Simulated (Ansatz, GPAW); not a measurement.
# Cutoff, mesh and smearing for a 2-layer slab of Cr(100), part 2 of 3

How do cutoff, mesh, smearing and the dipole layer change the work function of a 2-layer slab of Cr(100)?

GPAW 26.7.0 and Ansatz 0.2.0; Ansatz plane waves; slab in vacuum with a dipole correction, relaxation (the session's first sound run).

So far, upper work function (eV): step 2 (relaxation, PBE) 3.60; step 3 (plane waves, PBE) 3.59.

### 6. Cutoff 700: ecut = 700

The input, run.py:

```python
import json
import numpy as np
from ase import Atoms
from gpaw import GPAW, PW

slab = Atoms(
    ['Cr', 'Cr'],
    positions=[
        [1.44000, 1.44000, 9.00000],
        [-0.00000, 0.00000, 10.26552]],
    cell=[[2.88, 0.0, 0.0], [0.0, 2.88, 0.0], [0.0, 0.0, 19.44]],
    pbc=[True, True, False],
    magmoms=[2.0, -2.0])

slab.calc = GPAW(mode=PW(700), xc='PBE', kpts={'size': (11, 11, 1), 'gamma': True},
                 occupations={'name': 'fermi-dirac', 'width': 0.1}, nbands='140%',
                 convergence={'density': 1e-05}, maxiter=200,
                 poissonsolver={'dipolelayer': 'xy'},
                 symmetry={'tolerance': 1e-3}, txt='slab.txt')
result = {}
energy = slab.get_potential_energy()
fermi = slab.calc.get_fermi_level()
v = slab.calc.get_electrostatic_potential().mean((0, 1)) - fermi
n = slab.calc.get_pseudo_density().mean((0, 1))
L = slab.cell[2, 2]
z = np.arange(len(v)) * L / len(v)
low, high = slab.positions[:, 2].min(), slab.positions[:, 2].max()
below, above = np.interp([low - 6.8, high + 6.8], z, v)
slopes = [np.interp(x, z, np.gradient(v, z)) for x in (low - 6.8, high + 6.8)]
eps = np.array([[slab.calc.get_eigenvalues(k, s) for k in range(len(slab.calc.get_ibz_k_points()))]
                for s in range(slab.calc.get_number_of_spins())]) - fermi
top, bottom = eps[eps < 0].max(), eps[eps > 0].min()
dipole = slab.get_dipole_moment()[2]
print(f'energy {energy:.4f} eV, Fermi level {fermi:.4f} eV, dipole {dipole:.5f} e A')
print(f'potential 6.8 A off the faces, from the Fermi level: lower {below:.4f} eV, upper {above:.4f} eV')
print(f'slope of the potential there: lower {slopes[0]:.5f}, upper {slopes[1]:.5f} eV/A')
print(f'nearest levels on the mesh: {top:.4f} and {bottom:.4f} eV')
print('magnetic moment', round(slab.get_magnetic_moment(), 3))
result.update(energy=energy, fermi=fermi, dipole=dipole, below=below, above=above, slopes=slopes, edges=[top, bottom],
              z=z.tolist(), v=v.tolist(), n=n.tolist(), positions=slab.positions.tolist(),
              forces=slab.get_forces(apply_constraint=False).tolist(), moments=slab.get_magnetic_moments().tolist())
json.dump(result, open('result.json', 'w'))
```

On the command line:

```console
$ OMP_NUM_THREADS=1 OPENBLAS_NUM_THREADS=2 python run.py
```

Elapsed: 2.9 min, on 2 threads of Intel Xeon Platinum 8375C at 2.90GHz (Ice Lake), shared host; peak memory 0.3 GiB.

Numbers from this step:

```
dipole along the normal                    : 2.09e-4 e·Å
levels nearest the Fermi level on the mesh : -0.01766, 4.58e-4 eV from the Fermi level
upper work function                        : 3.590 eV
lower work function                        : 3.590 eV
site moments                               : 2.651, -2.651 μB
```

Table of electrostatic potential energy of an electron (without an applied field's), less the Fermi level, planar mean by z:

```
z (Å)  electrostatic potential energy of an electron (without an applied field's), less the Fermi level, planar mean (eV)
  0.0                                                                                                                3.59
  0.5                                                                                                                3.59
  1.0                                                                                                                3.59
  1.5                                                                                                                3.59
  2.0                                                                                                                3.59
  2.5                                                                                                                3.59
  3.0                                                                                                                3.59
  3.5                                                                                                                3.59
  4.0                                                                                                                3.59
  4.5                                                                                                                3.59
  5.0                                                                                                                3.58
  5.5                                                                                                                3.57
  6.0                                                                                                                3.55
  6.5                                                                                                                3.46
  7.0                                                                                                                3.21
  7.5                                                                                                                2.46
  8.0                                                                                                               0.259
  8.5                                                                                                               -6.51
  9.0                                                                                                               -15.5
  9.5                                                                                                               -10.1
 10.0                                                                                                               -13.3
 10.5                                                                                                               -12.5
 11.0                                                                                                               -2.43
 11.5                                                                                                                1.60
 12.0                                                                                                                2.91
 12.5                                                                                                                3.36
 13.0                                                                                                                3.51
 13.5                                                                                                                3.56
 14.0                                                                                                                3.58
 14.5                                                                                                                3.59
 15.0                                                                                                                3.59
 15.5                                                                                                                3.59
 16.0                                                                                                                3.59
 16.5                                                                                                                3.59
 17.0                                                                                                                3.59
 17.5                                                                                                                3.59
 18.0                                                                                                                3.59
 18.5                                                                                                                3.59
 19.0                                                                                                                3.59
```

Table of pseudo valence density, planar mean by z:

z (Å), pseudo valence density, planar mean (e/Å³) and a bar:
```
      4.5      0.000 
      5.0      0.000 
      5.5      0.000 
      6.0      0.001 
      6.5      0.003 
      7.0      0.010 
      7.5      0.029 #
      8.0      0.095 #####
      8.5      0.313 ###############
      9.0      0.606 ##############################
      9.5      0.507 #########################
     10.0      0.557 ############################
     10.5      0.503 #########################
     11.0      0.186 #########
     11.5      0.052 ###
     12.0      0.018 #
     12.5      0.006 
     13.0      0.002 
     13.5      0.001 
     14.0      0.000 
     14.5      0.000 
     15.0      0.000
```

Site moment by atom:

```
atom  site moment (μB)
 Cr1              2.65
 Cr2             -2.65
```

Force by atom:

```
atom  x (eV/Å)  y (eV/Å)  z (eV/Å)    size
 Cr1    0.0000    0.0000   -0.0906  0.0906
 Cr2    0.0000    0.0000    0.0908  0.0908
```

The upper face's work function is 3.590 eV, against 3.591 eV in the first plane-wave PBE run at this geometry.

### 7. K mesh 4×4

The mesh in the plane samples the bands: a metal's Fermi level needs it dense, and band edges must lie on it.

run.py: that of step 6 with these lines changed.

```diff
@@ -14,3 +14,3 @@
 
-slab.calc = GPAW(mode=PW(700), xc='PBE', kpts={'size': (11, 11, 1), 'gamma': True},
+slab.calc = GPAW(mode=PW(400), xc='PBE', kpts={'size': (4, 4, 1), 'gamma': True},
                  occupations={'name': 'fermi-dirac', 'width': 0.1}, nbands='140%',
```

Wall time 29 s (2 threads); peak memory 0.17 GiB.

The run finished with changed settings (kpts = [4, 4]); it serves as a test.

The two runs compared:

```
                    quantity  this run  sound run  difference
    upper work function (eV)    3.4702     3.5907      -0.120
    lower work function (eV)    3.4703     3.5907      -0.120
sum of the site moments (μB)  7.423e-6  -4.930e-6      1.2e-5
```

One result that differs is the upper work function, 3.47 eV against 3.59 eV.

### 8. K mesh 7×7

run.py: that of step 7 with these lines changed.

```diff
@@ -14,3 +14,3 @@
 
-slab.calc = GPAW(mode=PW(400), xc='PBE', kpts={'size': (4, 4, 1), 'gamma': True},
+slab.calc = GPAW(mode=PW(400), xc='PBE', kpts={'size': (7, 7, 1), 'gamma': True},
                  occupations={'name': 'fermi-dirac', 'width': 0.1}, nbands='140%',
```

Elapsed: 45 s, on 2 threads; peak memory 0.18 GiB.

The run finished with changed settings (kpts = [7, 7]); it serves as a test.

The two runs compared:

```
                    quantity   this run  sound run  difference
    upper work function (eV)     3.6255     3.5907      0.0348
    lower work function (eV)     3.6256     3.5907      0.0349
sum of the site moments (μB)  -1.875e-6  -4.930e-6      3.1e-6
```

The two runs differ clearly in the lower work function: 3.63 eV against 3.59 eV.

### 9. K mesh 16×16: kpts = [16, 16]

run.py: that of step 8 with these lines changed.

```diff
@@ -14,3 +14,3 @@
 
-slab.calc = GPAW(mode=PW(400), xc='PBE', kpts={'size': (7, 7, 1), 'gamma': True},
+slab.calc = GPAW(mode=PW(400), xc='PBE', kpts={'size': (16, 16, 1), 'gamma': True},
                  occupations={'name': 'fermi-dirac', 'width': 0.1}, nbands='140%',
```

Run time: 2.2 min. Hardware: 2 threads; peak memory 0.23 GiB.

Numbers from this step:

```yaml
dipole_along_the_normal: 2.03e-4 e·Å
levels_nearest_the_fermi_level_on_the_mesh: -0.004984, 0.005571 eV from the Fermi level
upper_work_function: 3.582 eV
lower_work_function: 3.582 eV
site_moments: 2.644, -2.644 μB
```

Electrostatic potential energy of an electron (without an applied field's), less the Fermi level, planar mean against z:

```
z (Å)  electrostatic potential energy of an electron (without an applied field's), less the Fermi level, planar mean (eV)
  0.0                                                                                                                3.58
  0.5                                                                                                                3.58
  1.0                                                                                                                3.58
  1.5                                                                                                                3.58
  2.0                                                                                                                3.58
  2.5                                                                                                                3.58
  3.0                                                                                                                3.58
  3.5                                                                                                                3.58
  4.0                                                                                                                3.58
  4.5                                                                                                                3.58
  5.0                                                                                                                3.58
  5.5                                                                                                                3.57
  6.0                                                                                                                3.54
  6.5                                                                                                                3.45
  7.0                                                                                                                3.21
  7.5                                                                                                                2.47
  8.0                                                                                                               0.276
  8.5                                                                                                               -6.51
  9.0                                                                                                               -15.4
  9.5                                                                                                               -10.0
 10.0                                                                                                               -13.3
 10.5                                                                                                               -12.5
 11.0                                                                                                               -2.42
 11.5                                                                                                                1.59
 12.0                                                                                                                2.91
 12.5                                                                                                                3.36
 13.0                                                                                                                3.50
 13.5                                                                                                                3.56
 14.0                                                                                                                3.57
 14.5                                                                                                                3.58
 15.0                                                                                                                3.58
 15.5                                                                                                                3.58
 16.0                                                                                                                3.58
 16.5                                                                                                                3.58
 17.0                                                                                                                3.58
 17.5                                                                                                                3.58
 18.0                                                                                                                3.58
 18.5                                                                                                                3.58
 19.0                                                                                                                3.58
```

The upper face's work function is 3.582 eV, against 3.591 eV in the first plane-wave PBE run at this geometry.

### 10. Scheme Fermi-Dirac, smearing 0.01

Smearing changes the occupations near the Fermi level, and with them the level itself. Smearing helps the SCF of a metal converge, but it blurs occupations at band edges near the Fermi level.

run.py: that of step 9 with these lines changed.

```diff
@@ -14,4 +14,4 @@
 
-slab.calc = GPAW(mode=PW(400), xc='PBE', kpts={'size': (16, 16, 1), 'gamma': True},
-                 occupations={'name': 'fermi-dirac', 'width': 0.1}, nbands='140%',
+slab.calc = GPAW(mode=PW(400), xc='PBE', kpts={'size': (11, 11, 1), 'gamma': True},
+                 occupations={'name': 'fermi-dirac', 'width': 0.01}, nbands='140%',
                  convergence={'density': 1e-05}, maxiter=200,
```

Elapsed: 65 s, on 2 threads; peak memory 0.19 GiB.

This step gave:

```yaml
dipole_along_the_normal: 1.98e-4 e·Å
levels_nearest_the_fermi_level_on_the_mesh: -0.02293, 0.001321 eV from the Fermi level
upper_work_function: 3.604 eV
lower_work_function: 3.604 eV
site_moments: 2.647, -2.647 μB
```

The upper face's work function is 3.604 eV, against 3.591 eV in the first plane-wave PBE run at this geometry.

### 11. All levels side by side

Times are for 2 threads of Intel Xeon Platinum 8375C at 2.90GHz (Ice Lake), shared host. The series side by side:

```
no.                                run  upper work function (eV)     time  memory (GiB)
  1                                 pw                     3.591     36 s          0.19
  2                         cutoff 700                     3.590  2.9 min           0.3
  3                       k mesh 16×16                     3.582  2.2 min          0.23
  4  scheme Fermi-Dirac, smearing 0.01                     3.604     65 s          0.19
```

(Part 2 of 3 ends here.)

[Logs are printed without paths, hosts, clocks, repeated set-up lines and the standing remarks that a program may print on its own settings, such as how far it seeks lower states.]

[Hosts, paths, dates, database ids (printed as entryN), source tags and the programs' standing remarks are cut or masked in the printed files.]
